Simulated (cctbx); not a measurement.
# Resonant diffraction in LiCu2Se2

Space group I4/mmm (no. 139), a = 3.5850 Å, b = 3.5850 Å, c = 13.0660 Å, α = 90.00°, β = 90.00°, γ = 90.00°.

```
atom  mult.    x    y       z  Ueq (Å²)
 Se1      4  1/2  1/2  0.1423    0.0066
 Cu1      4  1/2    0     1/4    0.0057
 Li1      2    0    0       0    0.0143
```

This is a model crystal, built by substitution and not relaxed, with assumed displacement parameters.

Calculated with cctbx: free-atom f′ and f″ from the Sasaki tables, no fine structure; amplitudes in electrons.

```
E (eV)  F 1 1 0  F 1 0 1  F 0 2 2  F 0 2 0
  8379     22.4     66.8     84.8    162.0
  8729     25.3     66.6     81.6    158.5
  8859     28.0     66.5     78.7    155.5
  8919     30.7     66.5     76.0    152.8
  8949     33.5     66.5     73.2    150.0
  8964     36.3     66.5     70.4    147.1
  8971     38.9     66.5     68.0    144.6
  8975     41.6     66.5     65.3    142.0
  8983     44.1     66.5     66.2    142.1
  8987     40.9     66.5     69.3    145.3
  8994     38.2     66.5     72.0    148.0
  9009     35.3     66.4     74.9    151.0
  9039     32.3     66.4     77.9    154.0
  9129     28.3     66.4     81.7    157.9
  9379     23.7     66.2     85.9    162.0
```

**Question.** Which edge is crossed, and why do the reflections move as they do?

The K edge of Cu. The edge is at 8979 eV. f′ of Cu falls from -4.0 e at 8859 eV to -7.5 e at 4 eV below it, and f″ steps from 0.48 to 3.90 e across it. Over that approach |F| changes by +49 % (1 1 0), +0 % (1 0 1), -17 % (0 2 2) and -9 % (0 2 0): a reflection falls where Cu scatters in phase with the total and rises where it scatters against it; it hardly moves where the Cu term is small or cancels by symmetry. Above the edge the larger f″ enters the imaginary part, where it can add to or cancel the other atoms' f″. The structure is centrosymmetric, so Friedel mates stay equal.

[Logs are printed without paths, hosts, clocks, repeated set-up lines and the standing remarks that a program may print on its own settings, such as how far it seeks lower states.]
